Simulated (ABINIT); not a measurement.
Entries from a set of simulations; values are calculated unless marked as measured.

```
A GW chain in ABINIT: SiO2 (P4_32_12)
1.0
     4.93290    0.00000    0.00000
     0.00000    4.93290    0.00000
     0.00000    0.00000    6.46450
Si O
4 8
Direct
  0.81771 0.81771 0.50000
  0.68229 0.31771 0.25000
  0.18229 0.18229 0.00000
  0.31771 0.68229 0.75000
  0.26834 0.36457 0.80193
  0.13543 0.76834 0.55193
  0.73166 0.63543 0.30193
  0.86457 0.23166 0.05193
  0.76834 0.13543 0.44807
  0.63543 0.73166 0.69807
  0.23166 0.86457 0.94807
  0.36457 0.26834 0.19807
# method: RPA screening on LDA, plane waves, norm-conserving pseudopotentials (and 2 further levels or steps)
# program: ABINIT 10.8.3
# settings: cutoff 36 Ha, PseudoDojo scalar-relativistic 0.4.1 standard, norm-conserving, potential set dojo-sr-lda-0.4.1-standard, ngkpt (2, 2, 2), nband 247, ecuteps 3.9 Ha, inclvkb 2, shiftk (0, 0, 0), symchi 1, awtr 1, frequency ppm, 2×2×2 k-mesh
# cost: 5 runs, 12 min in all on 4 MPI ranks of Arm Neoverse V2, shared host
# notes: The program’s warnings: nkpt*nsppol () is not a multiple of nproc spkpt (). The cell and positions come from the Crystallography Open Database and are kept as given unless a step says otherwise. The 2×2×2 mesh is coarse for this cell, which bears on the long-range parts of exchange and screening.
# LDA gap: 5.52 eV, direct
# G0W0 gap on the mesh: 8.43 eV
# GW settings: 2×2×2 mesh, 247 bands, screening to 106.1 eV, Godby-Needs plasmon pole
# known limits: short of the basis limit; coarse k mesh
```

[Long decimals in the printed logs are rounded to 6 places.]

[Logs are printed without paths, hosts, clocks, repeated set-up lines and the standing remarks that a program may print on its own settings, such as how far it seeks lower states.]

[Paths, hosts, dates, memory and timing lines, banners, echoed tables and standing remarks are left out of the program output; an Ansatz launch command may be rebuilt from the run's recorded settings. Measured values are a selection of at most five: reports struck by readers or far from the other reports are left out. None is set beside runs whose start may be inverted or whose files or cutoffs have a known fault.]

[Runs of the session that timed out or met a known fault of the program may be left out.]

[Hosts, paths, dates, database ids (printed as entryN), source tags and the programs' standing remarks are cut or masked in the printed files.]

[G0W0 gaps are taken among the corrected bands and points alone; a level outside them can change the order at an edge.]

[Where Ansatz stands beside ABINIT at settings called matched, ABINIT's density can come from a denser mesh and the files from another edition; pairs whose starting gaps differed by over 0.03 eV were left out, so agreement reads better than it is.]
